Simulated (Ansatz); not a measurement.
# PbS2 (model cell, started as fluorite): from the cell to its phonons, part 2 of 2

Aim: the vibrations of PbS2 (model cell, started as fluorite), their spectra, and whether the structure is stable.

Ansatz 0.2.0; DFT PBEsol, scalar-relativistic, plane waves, PAW.

So far. Step 4 (Tight relaxation): The forces vanish by symmetry and the pressure is -0.004 GPa, within the tolerances set. The cell now holds 24.48 Å³/atom. Step 5 (Zone-centre response): Before it was imposed, the acoustic sum rule was missed by 5.9e-5 eV/Å². Small misses are needed for a sound result but don't prove that mesh and cutoff are converged. The lowest optical mode is real, 109 cm⁻¹. The relaxed cell has a = 6.648 Å (conventional setting).

The structure was built from a prototype and need not be the compound's stable phase.

## 6. The dispersion

Stability and thermal properties need the whole zone. Linear response on a 4×4×4 q mesh gives force constants as far as a supercell of that size would.

File input.yaml:

```yaml
crystal:
  lattice:
    - [0.0, 3.3238060899, 3.3238060899]
    - [3.3238060899, 0.0, 3.3238060899]
    - [3.3238060899, 3.3238060899, 0.0]
  atoms:
    - { symbol: Pb, position: [0.0, 0.0, 0.0] }
    - { symbol: S, position: [0.25, 0.25, 0.25] }
    - { symbol: S, position: [0.75, 0.75, 0.75] }
kpoints:
  mp_grid: { grid: [12, 12, 12] }
hamiltonian:
  xc: pbesol
scf:
  occupations: { method: methfessel_paxton, width: 0.15 }
output:
  eigenvalues: true
phonons:
  method: dfpt
  qmesh: [4, 4, 4]
  temperatures: { t_max: 1000, t_step: 50 }
  qpath:
    path:
      - [[0.0, 0.0, 0.0], [0.5, 0.0, 0.5], [0.625, 0.25, 0.625]]
      - [[0.375, 0.375, 0.75], [0.0, 0.0, 0.0], [0.5, 0.5, 0.5], [0.5, 0.25, 0.75], [0.5, 0.0, 0.5]]
    npoints: 10
```

Command:

```
> ansatz run input.yaml --threads 4 --pin off --max-ram 7168MiB --backend cpu --events-out ev --progress --plain --runs-dir out
```

Numbers of over 12 decimals in the logs are rounded to 6 here.

Output:

```text
Warning: phonons: the dynamical matrix that this run interpolates holds no multipole term above the dipole-dipole one, and a site of this crystal is no centre of inversion, so its interpolated transverse optical and acoustic branches and sound speeds can stay off near Gamma, and the density of states and the thermodynamics with them. What a run solves at a wave vector of phonons.qpoints, Gamma apart, where the deck admits one, is free of this, and under fd what a larger phonons.supercell samples
[...]
Crystal: 3 atoms, lattice volume = 73.441 Å³
Basis set: ecut = 420 eV, 1459 PW (Γ), exchange–correlation on 64×64×64 points (8 copies of the dense FFT grid, shifted against one another)
Bands: 17, of which v1, the nominal top of the filled ones, is band 13 counted from 1 (12 counted from 0)
Symmetry: 48 space group operations
k-points: 72 of 1728
[...]
SCF iter   1: F=—  HF=-13523.961316 eV  |F-HF|=—  |Δ(HF+E_count)|=         —  Δρ=5.95e-3  dr2=3.68e-2  ethr=1.77e-3  ⟨swp⟩=7.0  Hψ=6801  notcnv=0
[...]
SCF iter   8: F=-13523.949236 eV  HF=-13523.949236 eV  |F-HF|=3.64e-12  |Δ(HF+E_count)|=  7.09e-11  S|Δr|=    0.00e0  Δρ=8.05e-8  dr2=7.09e-12  ethr=1.00e-12  ⟨swp⟩=7.5  Hψ=7406  notcnv=0
SCF 1 converged in 8 iterations: F = -13523.949236 eV  dr2 = 7.09e-12
[...]
SCF iter   6: F=-13523.949236 eV  HF=-13523.949236 eV  |F-HF|=1.82e-12  |Δ(HF+E_count)|=  1.09e-11  S|Δr|=    0.00e0  Δρ=7.72e-8  dr2=1.96e-12  ethr=1.00e-12  ⟨swp⟩=1.4  Hψ=3165  notcnv=0
SCF 2 converged in 6 iterations: F = -13523.949236 eV  dr2 = 1.96e-12
phonons: the bands overlap, so this run is a metal and interpolates without the dipole-dipole term. If the crystal is really an insulator or semiconductor, its LO-TO splitting is missing
NSCF: frozen V_eff on 72 k-points
[...]
DFPT response loops at q = (0, 0, 0) (fractional): preconditioner auto → Kerker (q_TF=auto, 2.295 Å⁻¹) (partly filled bands, converged f_vac=0.045); β = 1.00, the filter's whole step (`scf.mixing.beta` (0.50) is not read by the response loops under this deck's `scf.mixing.preconditioner`; to damp them name `kerker` or `kerker_dos`, under which they read `scf.mixing.beta`, and type it under 1.00, their step now; both keys bind the ground state too); Broyden in place of MSR1
[...]
SCF converged after 8 iterations
[...]
Free energy (F): -13523.949236 eV
[...]
Internal energy: -13523.948681 eV  (E = F + TS)
E sigma→0 (E₀):  -13523.949097 eV
Entropy (-TS):   -0.000554 eV (-0.185 meV/atom)
Fermi energy:    6.623675 eV
[...]
--- Band table (eV; the first three rows and the last of 72) ---
  k-point 0: bands = [... 9 lower, 4.2991, 4.2991, 5.4891, 5.4891, 5.4891, 9.2650, 9.2650, 9.2650]
  k-point 1: bands = [... 9 lower, 4.2580, 4.2580, 5.4611, 5.4611, 5.8731, 9.3473, 9.3722, 9.3722]
  k-point 2: bands = [... 9 lower, 4.1557, 4.1557, 5.3776, 5.3776, 6.4880, 9.6849, 9.6849, 9.7027]
  k-point 71: bands = [... 9 lower, 4.2112, 4.2112, 6.3145, 6.9101, 7.0378, 11.1566, 12.0477, 12.0477]
--- Phonons (Γ-DFPT): 2 representative perturbations + reference (Σ response iterations 6) ---
  ASR residual: 6.092e-5 → 0.000e0 eV/Å²; symmetrization residual: 6.831e-6 eV/Å²
  ASR residual per site (eV/Å²): 4.24e-5 6.09e-5 6.09e-5
  Γ frequencies (cm⁻¹): 0.00 0.00 0.00 108.60 108.60 108.60 116.58 116.58 116.58
--- Phonons (arbitrary-q DFPT): 8 irreducible q on the 4×4×4 mesh ---
  q = [0.0000, 0.0000, 0.0000] (star 1, of the zone-centre solve; hermiticity 5.58e-6, symmetrization 6.43e-12): -0.00 -0.00 0.00 108.60 108.60 108.60 116.58 116.58 116.58
  q = [0.0000, 0.0000, 0.2500] (star 8, 2 solved perturbations on 936 of 1728 k-point pairs; hermiticity 2.94e-6, symmetrization 3.43e-7): -63.23 -63.23 -40.57 44.26 89.03 89.03 101.76 108.93 108.93
[...]
q = [0.0000, 0.2500, 0.2500] (star 6, 4 solved perturbations in 1608 linear systems a pass and spin channel, the states on 510 of 1728 k-point pairs; hermiticity 1.15e-6, symmetrization 7.22e-9): -84.95 -36.25 -36.25 28.79 75.38 75.38 91.50 129.37 129.37
[...]
sum rule: each row above includes the acoustic sum rule's correction from the zone centre's row sums; it moved no ω² by more than (0.72 cm⁻¹)²
  mesh force constants: q→R imaginary residual 5.87e-18; ASR residual 6.092e-5 → 0.000e0 eV/Å²; symmetrization residual 1.776e-15 eV/Å²
  interpolated dispersion: 62 rows × 9 modes
  density of states and harmonic sums: on the 16×16×16 q-mesh, interpolated from the force constants of a 4×4×4 supercell (no non-analytic term)
  largest difference from the sums on the solved wave vectors: F 9.04e-2 eV, S 1.05e-4 and C_V 1.63e-5 eV/K
  zero-point energy: 0.026419 eV/cell   skipped modes (ω ≤ 0): 576, of them read as no rigid motion or as one in doubt: 573 (4.071e0 modes/cell left out, lowest -217.12 cm⁻¹)   left out of the sums: 4.52e-1 of the cell's modes: C_V's classical limit lies that fraction below 3 k_B per atom; for a crystal, a wire or a layer, F and S can be off by more, and a phonons.interpolated_qmesh denser along its periods is the remedy for the sampling
```

The job ended after 10 min (4 threads of Arm Neoverse V1, shared host; peak memory 4 GiB; 41 min of CPU time).

This step gave:

```yaml
sum_rule_residual_before_enforcement: 6.09e-5 eV/Å²
lowest_frequency_on_the_path: -217.1 cm⁻¹
highest_frequency_on_the_path_or_at_a_solved_wavevector: 129.4 cm⁻¹
lowest_mode_on_the_q_mesh_acoustic_modes_at_gamma_apart: -217.1 cm⁻¹
```

Frequencies (cm⁻¹) solved at each irreducible wavevector; negative means imaginary. Frequencies by wavevector, by row:

| q in reciprocal lattice units | star | mode 1 | mode 2 | mode 3 | mode 4 | mode 5 | mode 6 | mode 7 | mode 8 | mode 9 |
| --- | --- | --- | --- | --- | --- | --- | --- | --- | --- | --- |
| 0 0 0 | 1 | 0 | 0 | 0 | 108.6 | 108.6 | 108.6 | 116.6 | 116.6 | 116.6 |
| 0 0 0.25 | 8 | -63.2 | -63.2 | -40.6 | 44.3 | 89 | 89 | 101.8 | 108.9 | 108.9 |
| 0 0 -0.5 | 4 | -140.3 | -86.2 | -80.2 | -80.2 | 74.5 | 74.5 | 80.2 | 99.3 | 99.3 |
| 0 0.25 0.25 | 6 | -85 | -36.2 | -36.2 | 28.8 | 75.4 | 75.4 | 91.5 | 129.4 | 129.4 |
| 0 0.25 -0.5 | 24 | -150.6 | -90.5 | -84.2 | -34.2 | 7.6 | 32.9 | 87 | 115.5 | 121.7 |
| 0 0.25 -0.25 | 12 | -94.9 | -64.1 | -44.1 | -38.6 | 29.5 | 46.2 | 100.1 | 109.7 | 122.2 |
| 0 -0.5 -0.5 | 3 | -217.1 | -75.3 | -75.3 | -59.7 | -59.7 | 62.9 | 80.9 | 116.3 | 116.3 |
| 0.25 -0.5 -0.25 | 6 | -160 | -111.9 | -63.9 | -49.7 | -49.7 | 70.5 | 96.1 | 96.1 | 112.5 |

Interpolated from a 4×4×4 q mesh. Phonon branches along the path, in cm⁻¹:

| point | branch 1 | branch 2 | branch 3 | branch 4 | branch 5 | branch 6 | branch 7 | branch 8 | branch 9 |
| --- | --- | --- | --- | --- | --- | --- | --- | --- | --- |
| Γ | 0 | 0 | 0 | 109 | 109 | 109 | 117 | 117 | 117 |
| halfway | -85 | -36 | -36 | 29 | 75 | 75 | 92 | 129 | 129 |
| X | -217 | -75 | -75 | -60 | -60 | 63 | 81 | 116 | 116 |
| halfway | -203 | -86 | -84 | -60 | -55 | 70 | 76 | 115 | 117 |
| U | -171 | -91 | -90 | -61 | -41 | 62 | 78 | 114 | 118 |
| jump to K | -171 | -91 | -90 | -61 | -41 | 62 | 78 | 114 | 118 |
| halfway | -65 | -39 | -24 | -9 | 35 | 85 | 102 | 113 | 122 |
| Γ | 0 | 0 | 0 | 109 | 109 | 109 | 117 | 117 | 117 |
| halfway | -63 | -63 | -41 | 44 | 89 | 89 | 102 | 109 | 109 |
| L | -140 | -86 | -80 | -80 | 74 | 74 | 80 | 99 | 99 |
| halfway | -134 | -95 | -76 | -48 | -15 | 31 | 92 | 107 | 120 |
| W | -160 | -112 | -64 | -50 | -50 | 70 | 96 | 96 | 112 |
| halfway | -192 | -96 | -81 | -64 | -46 | 74 | 74 | 114 | 116 |
| X | -217 | -75 | -75 | -60 | -60 | 63 | 81 | 116 | 116 |

The phonon branches as a text plot (rows in cm⁻¹):

```
    122 |**********************************          ****     ***
    108 |***            ********* **************  *************
     93 |  *********        ***  ****    *****  ************
     79 |   ****    ********    * **      *  *****          *****
     64 |           **** **    *                  **     ***  ***
     50 |       ****       *     *         **       **  *
     36 |      **            *******      **         **
     21 |    **  *          ***     *    *             *
      7 |*   **                      ****    *
     -8 | **                    *   **  *             **
    -22 |  ****            **   **** *   *
    -37 |      *  **      *  ****   *     * *           *   **
    -51 |       **  *  ***  ***   **       *          ******  **
    -66 |         ****************          ***     **  *********
    -80 |      *     ***   *   *             ***********    *****
    -94 |               ***                   *   **  ***    **
   -109 |                    **                     **   ****
   -123 |                   *                  *   ***
   -138 |       *                               ***   **
   -152 |                  *                            **
   -167 |        *        *                               **
   -181 |                *                                  **
   -195 |         **    *                                     *
   -210 |           ****                                       **
         Γ           X  U|K            Γ         L        W     X
```

Tetrahedra on a 16×16×16 mesh, mean over bins of 5 cm-1. Interpolated from a 4×4×4 q mesh. Table of phonon density of states by wavenumber; read off at these points:

| wavenumber (cm⁻¹) | phonon density of states (1/cm⁻¹/cell) |
| --- | --- |
| -218 | 3.0e-5 |
| -208 | 0.00128 |
| -192 | 0.00264 |
| -182 | 0.00366 |
| -168 | 0.00588 |
| -158 | 0.00938 |
| -148 | 0.00928 |
| -132 | 0.00949 |
| -122 | 0.0118 |
| -108 | 0.0127 |
| -98 | 0.0217 |
| -82 | 0.0543 |
| -78 | 0.0702 |
| -72 | 0.0560 |
| -62 | 0.0399 |
| -48 | 0.0406 |
| -38 | 0.032 |
| -22 | 0.0210 |
| -12 | 0.0106 |
| -2 | 0.00784 |
| 12 | 0.00757 |
| 22 | 0.0117 |
| 38 | 0.0249 |
| 48 | 0.0262 |
| 58 | 0.0365 |
| 62 | 0.0339 |
| 72 | 0.0179 |
| 82 | 0.0311 |
| 92 | 0.099 |
| 98 | 0.0499 |
| 108 | 0.0595 |
| 118 | 0.119 |
| 122 | 0.112 |
| 132 | 0 |

The partial phonon density of states has structure finer than the step of the table below, so its rows give means over 10 cm⁻¹, whole bins alone (the curve runs from -225 to 143 cm⁻¹). Peaks (cm⁻¹: height): Pb -55.8: 0.0208, 27.4: 0.0188, 55.2: 0.0127, 92.2: 0.0385, 120.0: 0.0333; S -79.0: 0.0472, 92.2: 0.0438, 120.0: 0.0906.

Phonopy on the run's constants, 15x15x15 mesh, Gaussian sigma 2.6 cm-1. Interpolated from a 4×4×4 q mesh. The partial phonon density of states by wavenumber; means over each step; values in 1/cm⁻¹/cell:

| wavenumber (cm⁻¹) | Pb | S |
| --- | --- | --- |
| -210 | 0 | 0.00114 |
| -200 | 0 | 0.00209 |
| -190 | 0 | 0.00308 |
| -180 | 0 | 0.00390 |
| -170 | 8.4e-6 | 0.00562 |
| -160 | 2.2e-5 | 0.00788 |
| -150 | 5.3e-5 | 0.00972 |
| -140 | 8.8e-5 | 0.00856 |
| -130 | 1.4e-4 | 0.00999 |
| -120 | 2.0e-4 | 0.00973 |
| -110 | 3.4e-4 | 0.0110 |
| -100 | 9.4e-4 | 0.0193 |
| -90 | 0.00349 | 0.0298 |
| -80 | 0.0145 | 0.0432 |
| -70 | 0.0181 | 0.0355 |
| -60 | 0.0190 | 0.0246 |
| -50 | 0.0175 | 0.0223 |
| -40 | 0.0175 | 0.0172 |
| -30 | 0.0126 | 0.0117 |
| -20 | 0.00881 | 0.00990 |
| -10 | 0.00342 | 0.00383 |
| 0 | 5.0e-4 | 3.3e-4 |
| 10 | 0.00155 | 0.00143 |
| 20 | 0.00969 | 0.00833 |
| 30 | 0.0154 | 0.0139 |
| 40 | 0.0111 | 0.0129 |
| 50 | 0.00956 | 0.0167 |
| 60 | 0.0116 | 0.0234 |
| 70 | 0.00740 | 0.0177 |
| 80 | 0.0102 | 0.0182 |
| 90 | 0.0296 | 0.0350 |
| 100 | 0.0215 | 0.0312 |
| 110 | 0.0226 | 0.0420 |
| 120 | 0.0285 | 0.0752 |
| 130 | 0.00414 | 0.0137 |

Symmetry leaves 8 wavevectors to solve. The lowest mode among them, the acoustic zeros apart, lies at q = (0, -0.5, -0.5) and is imaginary, 217.1i cm⁻¹, so the energy falls along it.

## 7. Isotope substitution, element Pb, natural mass 207.2 amu

An isotope changes the mass and not the force constants, so no new electronic calculation is needed; the shifts show which modes move this element.

The same force constants with the mass of Pb changed from 207.200 to 203.973 u (phonopy, no LO-TO term). Both lists are sorted by frequency; levels can cross, so a row need not hold one and the same mode. Modes under 3 cm⁻¹ are left out. Isotope shifts, by row:

| q | rank | natural mass (cm⁻¹) | changed mass (cm⁻¹) |
| --- | --- | --- | --- |
| 0 0 0 | 4 | 108.6 | 108.6 |
| 0 0 0 | 5 | 108.6 | 108.6 |
| 0 0 0 | 6 | 108.6 | 108.6 |
| 0 0 0 | 7 | 116.6 | 116.8 |
| 0 0 0 | 8 | 116.6 | 116.8 |
| 0 0 0 | 9 | 116.6 | 116.8 |
| 0 0 0.25 | 1 | -63.23 | -63.46 |
| 0 0 0.25 | 2 | -63.23 | -63.46 |
| 0 0 0.25 | 3 | -40.57 | -40.64 |
| 0 0 0.25 | 4 | 44.26 | 44.43 |
| 0 0 0.25 | 5 | 89.03 | 89.31 |
| 0 0 0.25 | 6 | 89.03 | 89.31 |
| 0 0 0.25 | 7 | 101.8 | 102 |
| 0 0 0.25 | 8 | 108.9 | 109.1 |
| 0 0 0.25 | 9 | 108.9 | 109.1 |
| 0 0 -0.5 | 1 | -140.3 | -140.3 |
| 0 0 -0.5 | 2 | -86.24 | -86.32 |
| 0 0 -0.5 | 3 | -80.18 | -80.44 |
| 0 0 -0.5 | 4 | -80.18 | -80.44 |
| 0 0 -0.5 | 5 | 74.46 | 74.46 |
| 0 0 -0.5 | 6 | 74.46 | 74.46 |
| 0 0 -0.5 | 7 | 80.18 | 80.73 |
| 0 0 -0.5 | 8 | 99.31 | 99.77 |
| 0 0 -0.5 | 9 | 99.31 | 99.77 |
| 0 0.25 0.25 | 1 | -84.95 | -84.95 |
| 0 0.25 0.25 | 2 | -36.25 | -36.44 |
| 0 0.25 0.25 | 3 | -36.25 | -36.44 |
| 0 0.25 0.25 | 4 | 28.79 | 28.94 |
| 0 0.25 0.25 | 5 | 75.38 | 75.43 |
| 0 0.25 0.25 | 6 | 75.38 | 75.43 |
| 0 0.25 0.25 | 7 | 91.5 | 91.75 |
| 0 0.25 0.25 | 8 | 129.4 | 129.6 |
| 0 0.25 0.25 | 9 | 129.4 | 129.6 |

A mode of this element alone would shift by +0.79 %. The highest zone-centre frequency without the field goes from 116.6 to 116.8 cm⁻¹ (+0.2 %). The product of the frequency ratios over all optical modes at Γ is 1.006; the product rule, (m/m′)^(3k/2) (M′/M)^(3/2) with k = 1 such atoms and M the mass of the cell, gives 1.006.

## 8. Another isotope, element S, natural mass 32.06 amu

The same for S, from 32.06 to 33.97 u.

A mode of this element alone would shift by -2.85 %. The highest zone-centre frequency without the field goes from 116.6 to 114.0 cm⁻¹ (-2.2 %). The product of the frequency ratios over all optical modes at Γ is 0.859; the product rule, (m/m′)^(3k/2) (M′/M)^(3/2) with k = 2 such atoms and M the mass of the cell, gives 0.859.

## 9. Outcome

- space group after relaxation (within 0.01 Å): Fm-3m
- volume per atom: 24.5 Å³
- electronic character: no gap on this mesh
- highest optical mode at the zone centre (no LO-TO term): 117 cm⁻¹
- lowest optical zone-centre mode: 109 cm⁻¹
- lowest mode on the q mesh (acoustic modes at Γ apart): -217 cm⁻¹
- highest frequency on the path or at a solved wavevector: 129 cm⁻¹
- imaginary modes on the 4×4×4 q mesh: yes

What this shows: Modes are clearly imaginary (beyond 10i cm⁻¹) at 7 of the 8 irreducible wavevectors, most at q = (0, -0.5, -0.5) (217.1i cm⁻¹), so this structure is not a minimum of the energy. The optical modes at Γ span 109 to 117 cm⁻¹. The highest mode in this list at Γ, 116.6 cm⁻¹, is mostly motion of S (76 % of the kinetic energy). With no gap, or one that is small against the smearing, the frequencies hang on the k mesh and the smearing, most of all near Kohn anomalies. Spin-orbit coupling is left out, which can matter for the heavy elements here. The starting cell was built on a prototype and not taken from a measurement, so the phase need not exist. These are harmonic frequencies at zero temperature: anharmonic shifts, linewidths and thermal expansion are left out.

[Logs are printed without paths, hosts, clocks, repeated set-up lines and the standing remarks that a program may print on its own settings, such as how far it seeks lower states.]

[Hosts, paths, dates, database ids (printed as entryN), source tags and the programs' standing remarks are cut or masked in the printed files.]
